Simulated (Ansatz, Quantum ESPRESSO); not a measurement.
# Ballistic transmission: Sn chain with one bond drawn out by 2.0 Å, part 3 of 4

Wanted: the transmission near the Fermi level and the conductance of this junction: Sn chain with one bond drawn out by 2.0 Å.

Quantum ESPRESSO 7.5; plane-wave DFT, PBE, GBRV ultrasoft pseudopotentials; cross-check by Ansatz 0.2.0 with PAW datasets.

So far. Step 2 (SCF with pw.x): The run needed 21 iterations to bring the estimated error under 1e-07 Ry; the largest force on any atom, held or free, is 0.45 eV/Å. Step 3 (The open system): At no point does T exceed the number of channels.

## Step 4: The open system, with ewind = 2.0 and epsproj = 0.001

Level of this step: transmission by pwcond, lead and junction from one cell; plane-wave DFT, PBE, GBRV ultrasoft pseudopotentials (Quantum ESPRESSO).

How much does a setting matter? One run is repeated with a change.

The input, cond.w.in:

```
&inputcond
  outdir = './out'
  prefixt = 'scf'
  tran_file = 'cond.w.dat'
  bdl = 0.7333333333
  bds = 3.9333333333
  ikind = 1
  ewind = 2.0
  epsproj = 0.001
  nz1 = 7
  energy0 = 2.0
  denergy = -0.1
/
1
  0.00000000 0.00000000 1.00000000
41
```

Command:

```bash
OMP_NUM_THREADS=1 mpirun -n 4 pwcond.x -in cond.w.in > cond.w.out
```

Log:

```text
[banner, memory and clock lines left out]
Program PWCOND v.7.5 starts
[citation notice left out]

[...]
./out/scf.save/

[...]
negative rho (up, down):  4.623E-06 0.000E+00
     Reading collected, re-writing distributed wavefunctions

===== INPUT FILE containing all the regions =====

     GEOMETRY:

     lattice parameter (alat)  =      14.1729  a.u.
     the volume                =   11198.0176 (a.u.)^3
     the cross section         =     200.8724 (a.u.)^2
     l of the unit cell        =       3.9333 (alat)
     number of atoms/cell      =           10
     number of atomic types    =            1

     crystal axes: (cart. coord. in units of alat)
               a(1) = (  1.0000  0.0000  0.0000 )
               a(2) = (  0.0000  1.0000  0.0000 )
               a(3) = (  0.0000  0.0000  3.9333 )

   Cartesian axes

     site n.     atom                  positions (alat units)
          1        Sn     tau(  1)=(  0.5000  0.5000  3.9333  )
          2        Sn     tau(  2)=(  0.5000  0.5000  0.3667  )
          3        Sn     tau(  3)=(  0.5000  0.5000  0.7333  )
          4        Sn     tau(  4)=(  0.5000  0.5000  1.1000  )
          5        Sn     tau(  5)=(  0.5000  0.5000  1.4667  )
          6        Sn     tau(  6)=(  0.5000  0.5000  2.1000  )
          7        Sn     tau(  7)=(  0.5000  0.5000  2.4667  )
          8        Sn     tau(  8)=(  0.5000  0.5000  2.8333  )
          9        Sn     tau(  9)=(  0.5000  0.5000  3.2000  )
         10        Sn     tau( 10)=(  0.5000  0.5000  3.5667  )

     nr1s                      =           54
     nr2s                      =           54
     nr3s                      =          216
     nr1sx                     =           54
     nr2sx                     =           54
     nr3sx                     =          216
     nr1                       =           60
     nr2                       =           60
     nr3                       =          240
     nr1x                      =           60
     nr2x                      =           60
     nr3x                      =          240

 _______________________________
  Radii of nonlocal spheres:

     type       ibeta     ang. mom.          radius (alat units)
       Sn         1         0                    0.1476
       Sn         2         0                    0.1476
       Sn         3         1                    0.1476
       Sn         4         1                    0.1476
       Sn         5         2                    0.1476
       Sn         6         2                    0.1476
----- General information -----

--- T calc. with identical leads (ikind=1) ---

     nrx                       =           54
     nry                       =           54
     nz1                       =            7

     energy0               =         2.0E+00
     denergy               =        -1.0E-01
     nenergy               =         41
     ecut2d                =         3.4E+01
     ewind                 =         2.0E+00
     epsproj               =         1.0E-03

     number of k_|| points=    1
                       cryst. coord.
        k(    1) = (   0.0000000   0.0000000), wk =   1.0000000
----- Information about left/right lead -----

     nocros                   =           18
     noins                    =           18
     norb                     =           54
     norbf                    =          162
     nrz                      =           40

      iorb      type   ibeta   ang. mom.   m       position (alat)
        1        1       1        0        1   taunew(   1)=(  0.5000  0.5000  0.0000)
        2        1       2        0        1   taunew(   2)=(  0.5000  0.5000  0.0000)
[...]
54        1       6        2        5   taunew(  54)=(  0.5000  0.5000  0.7333)
    k slab    z(k)  z(k+1)     crossing(iorb=1,norb)
    1   0.0000 0.0183 0.0183   111111111111111111000000000000000000000000000000000000
    2   0.0183 0.0367 0.0183   111111111111111111000000000000000000000000000000000000
[...]
40   0.7150 0.7333 0.0183   000000000000000000000000000000000000111111111111111111
----- Information about scattering region -----

     noins                    =          126
     norb                     =          162
     norbf                    =          162
     nrz                      =          176

      iorb      type   ibeta   ang. mom.   m       position (alat)
        1        1       1        0        1   taunew(   1)=(  0.5000  0.5000  0.0000)
        2        1       2        0        1   taunew(   2)=(  0.5000  0.5000  0.0000)
[...]
162        1       6        2        5   taunew( 162)=(  0.5000  0.5000  3.2000)
 ngper, shell number =          545          70
 ngper, n2d =          545          63
---  E-Ef =    2.0000000  k =    0.0000000   0.0000000
---  ie =          1  ik =          1
 Nchannels of the left tip =            3
 Right moving states:
   k1(2pi/a)   k2(2pi/a)   E-Ef (eV)
  -0.2600575   0.0000572   2.0000000
  -0.2600575   0.0000572   2.0000000
   0.3685680   0.0000348   2.0000000
 Left moving states:
   k1(2pi/a)   k2(2pi/a)   E-Ef (eV)
   0.2600575   0.0000572   2.0000000
   0.2600575   0.0000572   2.0000000
  -0.3685680   0.0000348   2.0000000

 to transmit
 Band j to band i transmissions and reflections:
    j         i     |T_ij|^2    |R_ij|^2

    1 -->     1     0.05256     0.78377
    1 -->     2     0.00000     0.16367
    1 -->     3     0.00000     0.00000
   Total T_j, R_j =    0.05256  0.94744

    2 -->     1     0.00000     0.16367
    2 -->     2     0.05256     0.78377
    2 -->     3     0.00000     0.00000
   Total T_j, R_j =    0.05256  0.94744

    3 -->     1     0.00000     0.00000
    3 -->     2     0.00000     0.00000
    3 -->     3     0.29921     0.70079
   Total T_j, R_j =    0.29921  0.70079

E-Ef(ev), T(x2 spins) =    2.0000000   0.8086633
---  E-Ef =    1.9000000  k =    0.0000000   0.0000000
---  ie =          2  ik =          1
 Nchannels of the left tip =            3
 Right moving states:
   k1(2pi/a)   k2(2pi/a)   E-Ef (eV)
  -0.2754342   0.0000577   1.9000000
  -0.2754342   0.0000577   1.9000000
   0.3619565   0.0000347   1.9000000
 Left moving states:
   k1(2pi/a)   k2(2pi/a)   E-Ef (eV)
   0.2754342   0.0000577   1.9000000
   0.2754342   0.0000577   1.9000000
  -0.3619565   0.0000347   1.9000000

 to transmit
 Band j to band i transmissions and reflections:
    j         i     |T_ij|^2    |R_ij|^2

    1 -->     1     0.05057     0.77300
    1 -->     2     0.00000     0.17644
    1 -->     3     0.00000     0.00000
   Total T_j, R_j =    0.05057  0.94943

    2 -->     1     0.00000     0.17644
    2 -->     2     0.05057     0.77300
    2 -->     3     0.00000     0.00000
   Total T_j, R_j =    0.05057  0.94943

    3 -->     1     0.00000     0.00000
    3 -->     2     0.00000     0.00000
    3 -->     3     0.28806     0.71194
   Total T_j, R_j =    0.28806  0.71194

E-Ef(ev), T(x2 spins) =    1.9000000   0.7783955
---  E-Ef =    1.8000000  k =    0.0000000   0.0000000
---  ie =          3  ik =          1
 Nchannels of the left tip =            3
 Right moving states:
   k1(2pi/a)   k2(2pi/a)   E-Ef (eV)
  -0.2908515   0.0000583   1.8000000
  -0.2908515   0.0000583   1.8000000
   0.3553220   0.0000347   1.8000000
 Left moving states:
   k1(2pi/a)   k2(2pi/a)   E-Ef (eV)
   0.2908516   0.0000583   1.8000000
   0.2908516   0.0000583   1.8000000
  -0.3553220   0.0000347   1.8000000

 to transmit
 Band j to band i transmissions and reflections:
    j         i     |T_ij|^2    |R_ij|^2

    1 -->     1     0.04863     0.76590
    1 -->     2     0.00000     0.18546
    1 -->     3     0.00000     0.00000
   Total T_j, R_j =    0.04863  0.95137

    2 -->     1     0.00000     0.18546
    2 -->     2     0.04863     0.76590
    2 -->     3     0.00000     0.00000
   Total T_j, R_j =    0.04863  0.95137

    3 -->     1     0.00000     0.00000
    3 -->     2     0.00000     0.00000
    3 -->     3     0.27751     0.72249
   Total T_j, R_j =    0.27751  0.72249

E-Ef(ev), T(x2 spins) =    1.8000000   0.7495628
[... further energies and points left out ...]
---  E-Ef =   -1.8000000  k =    0.0000000   0.0000000
---  ie =         39  ik =          1
 Nchannels of the left tip =            1
 Right moving states:
   k1(2pi/a)   k2(2pi/a)   E-Ef (eV)
   0.0920947   0.0000319  -1.8000000
 Left moving states:
   k1(2pi/a)   k2(2pi/a)   E-Ef (eV)
  -0.0920947   0.0000319  -1.8000000

 to transmit
 Band j to band i transmissions and reflections:
    j         i     |T_ij|^2    |R_ij|^2

    1 -->     1     0.06526     0.93474
   Total T_j, R_j =    0.06526  0.93474

E-Ef(ev), T(x2 spins) =   -1.8000000   0.1305172
---  E-Ef =   -1.9000000  k =    0.0000000   0.0000000
---  ie =         40  ik =          1
 Nchannels of the left tip =            1
 Right moving states:
   k1(2pi/a)   k2(2pi/a)   E-Ef (eV)
   0.0836385   0.0000317  -1.9000000
 Left moving states:
   k1(2pi/a)   k2(2pi/a)   E-Ef (eV)
  -0.0836385   0.0000317  -1.9000000

 to transmit
 Band j to band i transmissions and reflections:
    j         i     |T_ij|^2    |R_ij|^2

    1 -->     1     0.06154     0.93846
   Total T_j, R_j =    0.06154  0.93846

E-Ef(ev), T(x2 spins) =   -1.9000000   0.1230798
---  E-Ef =   -2.0000000  k =    0.0000000   0.0000000
---  ie =         41  ik =          1
 Nchannels of the left tip =            1
 Right moving states:
   k1(2pi/a)   k2(2pi/a)   E-Ef (eV)
   0.0750340   0.0000315  -2.0000000
 Left moving states:
   k1(2pi/a)   k2(2pi/a)   E-Ef (eV)
  -0.0750340   0.0000315  -2.0000000

 to transmit
 Band j to band i transmissions and reflections:
    j         i     |T_ij|^2    |R_ij|^2

    1 -->     1     0.05773     0.94227
   Total T_j, R_j =    0.05773  0.94227

E-Ef(ev), T(x2 spins) =   -2.0000000   0.1154631
   T_tot     2.00000      0.80866E+00
   T_tot     1.90000      0.77840E+00
   T_tot     1.80000      0.74956E+00
   T_tot     1.70000      0.72163E+00
   T_tot     1.60000      0.69397E+00
   T_tot     1.50000      0.66617E+00
   T_tot     1.40000      0.63827E+00
   T_tot     1.30000      0.61085E+00
   T_tot     1.20000      0.58486E+00
   T_tot     1.10000      0.56138E+00
   T_tot     1.00000      0.54139E+00
   T_tot     0.90000      0.52580E+00
   T_tot     0.80000      0.51565E+00
   T_tot     0.70000      0.51266E+00
   T_tot     0.60000      0.52211E+00
   T_tot     0.50000      0.49130E+00
   T_tot     0.40000      0.53176E+00
   T_tot     0.30000      0.55342E+00
   T_tot     0.20000      0.55913E+00
   T_tot     0.10000      0.53879E+00
   T_tot    -0.00000      0.49826E+00
   T_tot    -0.10000      0.45183E+00
   T_tot    -0.20000      0.40759E+00
   T_tot    -0.30000      0.36597E+00
   T_tot    -0.40000      0.32557E+00
   T_tot    -0.50000      0.28863E+00
   T_tot    -0.60000      0.25908E+00
   T_tot    -0.70000      0.23571E+00
   T_tot    -0.80000      0.21492E+00
   T_tot    -0.90000      0.20526E+00
   T_tot    -1.00000      0.19595E+00
   T_tot    -1.10000      0.18687E+00
   T_tot    -1.20000      0.17805E+00
   T_tot    -1.30000      0.16950E+00
   T_tot    -1.40000      0.16124E+00
   T_tot    -1.50000      0.15325E+00
   T_tot    -1.60000      0.14550E+00
   T_tot    -1.70000      0.13795E+00
   T_tot    -1.80000      0.13052E+00
   T_tot    -1.90000      0.12308E+00
   T_tot    -2.00000      0.11546E+00

[...]
```

Wall time 49 s (4 MPI ranks of Arm Neoverse V1, shared host); peak memory 0.37 GiB.

The changed values were drawn from a wide range, not chosen for quality; the comparison shows what they did here together.

Beside the run it was changed from:

| quantity | this run | unchanged run | difference |
| --- | --- | --- | --- |
| transmission at the Fermi level, one spin | 0.2491 | 0.2511 | -0.0019 |
| lead channels at the Fermi level, one spin | 3 | 3 | 0 |
| wall time (s) | 49 | 178 |  |

Over all energies T moves by up to 0.017, at 0.5 eV.

The physical values in this table move by up to 0.78 %.

## Step 5: The open system, with ecut = 1

One more run, with a changed input.

The input, cond.bad.in:

```
&inputcond
  outdir = './out'
  prefixt = 'scf'
  tran_file = 'cond.bad.dat'
  bdl = 0.7333333333
  bds = 3.9333333333
  ikind = 1
  ewind = 4.0
  epsproj = 1e-05
  nz1 = 7
  ecut = 1
  energy0 = 2.0
  denergy = -0.1
/
1
  0.00000000 0.00000000 1.00000000
41
```

Command:

```bash
OMP_NUM_THREADS=1 mpirun -n 4 pwcond.x -in cond.bad.in > cond.bad.out
```

Log:

```text
[banner, memory and clock lines left out]
Program PWCOND v.7.5 starts

          URL

 %%%%%%%%%%%%%%%%%%%%%%%%%%%%%%%%%%%%%%%%%%%%%%%%%%%%%%%%%%%%%%%%%%%%%%%%%%%%%%
     Error in routine do_cond (5010):
     reading inputcond namelist
 %%%%%%%%%%%%%%%%%%%%%%%%%%%%%%%%%%%%%%%%%%%%%%%%%%%%%%%%%%%%%%%%%%%%%%%%%%%%%%

     stopping ...
[the rest left out]
```

It took 0.49 s on 4 MPI ranks; peak memory 0.09 GiB.

The program refused the input before any cycle.

A key was misspelt on purpose.

The message: “do_cond (5010): reading inputcond namelist”. The namelist reader stops at a key that the namelist doesn't hold; the line has to be put right or, where the proper key already stands in the input, deleted.

[end of part 3 of 4]

[Logs are printed without paths, hosts, clocks, repeated set-up lines and the standing remarks that a program may print on its own settings, such as how far it seeks lower states.]

[Hosts, paths, dates, database ids (printed as entryN), source tags and the programs' standing remarks are cut or masked in the printed files.]

[Maps of the electrostatic potential energy from Ansatz leave out the sawtooth potential of an applied field or a dipole correction, so their vacuum need not be flat; planar profiles and work functions include it.]
